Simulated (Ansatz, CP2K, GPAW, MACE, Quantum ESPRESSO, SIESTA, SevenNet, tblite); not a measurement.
# Which run comes nearest? Ag(111)/Be(0001) interface (62 atoms)

The cell holds 62 atoms: 14 Ag and 48 Be. Its edges and angles: a = 7.781 Å, b = 7.781 Å, c = 12.536 Å, α = 90.0°, β = 90.0°, γ = 60.0°. Fcc Ag(111), 2 repeat layers, 7 surface cells, strained +1.81 and +1.81 %; hcp Be(0001), 2 layers, 12 cells, -1.75 and -1.75 %; outer planes 2.37 Å apart and 2.39 Å at the second interface of the periodic stack; not relaxed, displaced by a Gaussian of 0.02 Å. Then every atom was moved at random, 0.03 Å r.m.s. a Cartesian component. Regions: Ag, 14 atoms (14 Ag); Be, 48 atoms (48 Be).

Geometry: as built.

The reference, a calculation:

```
method                 : Kohn-Sham DFT, PBE, SSSP efficiency 1.3.0 pseudopotentials, plane waves (Quantum ESPRESSO 7.5); sssp-pbe-1.3.0-efficiency, cutoffs 45/360 Ry, Γ point
r.m.s. force component : 0.4074 eV/Å
longest force          : 1.222 eV/Å
pressure               : -1.323 GPa
time                   : 1.8 min on 2 MPI ranks of Arm Neoverse V1, shared host
CPU time               : 3.6 min
```

Q: Estimate the differences from the reference, the CPU time and the memory of each run.
- CP2K PBE, DZVP-MOLOPT-SR, 300/50 Ry, diagonalisation (CP2K 2026.2; 2 threads)
- SIESTA PBE, DZ, shift 0.01 Ry, mesh 300 Ry (SIESTA 5.4.2; 1 thread)
- CP2K PBE, DZVP-MOLOPT-SR, 210/50 Ry, diagonalisation (CP2K 2026.2; 2 threads)
- SIESTA PBE, SZ, shift 0.01 Ry, mesh 300 Ry (SIESTA 5.4.2; 1 thread)
- SevenNet 0 potential (SevenNet 0; 1 thread)
- CP2K GFN1-xTB, diagonalisation (CP2K 2026.2; 1 thread)
- QE PBE+D3(BJ), sssp-1.3.0-efficiency, 45/360 Ry (Quantum ESPRESSO 7.5; 2 MPI ranks)
- GPAW LDA, LCAO dzp, h 0.2 Å (GPAW 26.7.0; 1 thread)
- CP2K PBE+D3(BJ), DZVP-MOLOPT-SR, 600/50 Ry, diagonalisation (CP2K 2026.2; 4 MPI ranks)
- MACE MP-0b3 medium potential (MACE MP-0b3 medium; 1 thread)

Differences are against the plane-wave reference, forces as r.m.s. over components; share is that over the reference's r.m.s. force, slope the least-squares factor from reference forces to these. Total energies of different programs have different zeros and aren't compared.

```csv
run,"Δ force, r.m.s. (meV/Å)",share (%),slope,Δ pressure (GPa),cores,CPU time,memory (GiB)
reference,-,-,-,-,2,3.6 min,1.4
"CP2K PBE, DZVP-MOLOPT-SR, 300/50 Ry, diagonalisation (coarse)",1747,429,0.866,9.38,2,11 min,1.1
"SIESTA PBE, DZ, shift 0.01 Ry, mesh 300 Ry (coarse)",1515,372,1.734,57.8,1,66 s,0.41
"CP2K PBE, DZVP-MOLOPT-SR, 210/50 Ry, diagonalisation (coarse)",2106,517,0.011,10.1,2,9 min,0.86
"SIESTA PBE, SZ, shift 0.01 Ry, mesh 300 Ry (coarse)",6366,1563,1.336,584,1,77 s,0.35
SevenNet 0 potential,340,83.4,0.756,-0.499,1,9.3 s,0.88
"CP2K GFN1-xTB, diagonalisation",271,66.5,0.650,20.3,1,11 s,0.25
"QE PBE+D3(BJ), sssp-1.3.0-efficiency, 45/360 Ry",15.1,3.72,1.016,-5.97,2,3.5 min,1.4
"GPAW LDA, LCAO dzp, h 0.2 Å",166,40.7,0.980,-,1,3.9 min,0.84
"CP2K PBE+D3(BJ), DZVP-MOLOPT-SR, 600/50 Ry, diagonalisation",147,36.1,1.062,-4.73,4,13 min,3.8
MACE MP-0b3 medium potential,271,66.5,0.755,3.03,1,9.7 s,1.1
```

Rows marked coarse were listed beforehand as settings not expected to be converged; some can still land near the reference.

Times of the machine-learned potentials are mostly Python's start and the loading of weights.

CPU time is summed over cores on a shared host, where runs went side by side, so it is rough. Symmetry, cutoffs, thresholds, outputs and thread counts weren't matched or tuned between programs; memory under MPI is the largest rank's times the ranks.

Tight binding differs by 67 % (CP2K GFN1-xTB, diagonalisation); it is another model, with fitted parameters of its own, and the xTB methods hold dispersion. Machine-learned potentials differ by 66 % (MACE MP-0b3 medium potential) to 83 % (SevenNet 0 potential); they were trained on other programs' data. Among those trained on PBE data the slope goes as low as 0.76, with a correlation of 0.77, so directions differ as well as sizes. In the reference's own program, potentials and cutoffs, a change of model alone moves forces by 3.7 % (QE PBE+D3(BJ), sssp-1.3.0-efficiency, 45/360 Ry). Other rows with another functional or a dispersion term differ by 36 % (CP2K PBE+D3(BJ), DZVP-MOLOPT-SR, 600/50 Ry, diagonalisation) to 41 % (GPAW LDA, LCAO dzp, h 0.2 Å), which mixes the change of model with differences of basis and potentials. Periodic xTB results under one method name differ between programs and library versions. Machine-learned potentials mimic data converged in k, so the reference's own k-point error enters their differences. The electronic-structure runs sample only Γ, in a cell whose shortest periodic width is 7 Å, which is coarse for a cell with partly filled levels.

[Logs are printed without paths, hosts, clocks, repeated set-up lines and the standing remarks that a program may print on its own settings, such as how far it seeks lower states.]

[Hosts, paths, dates, database ids (printed as entryN), source tags and the programs' standing remarks are cut or masked in the printed files.]
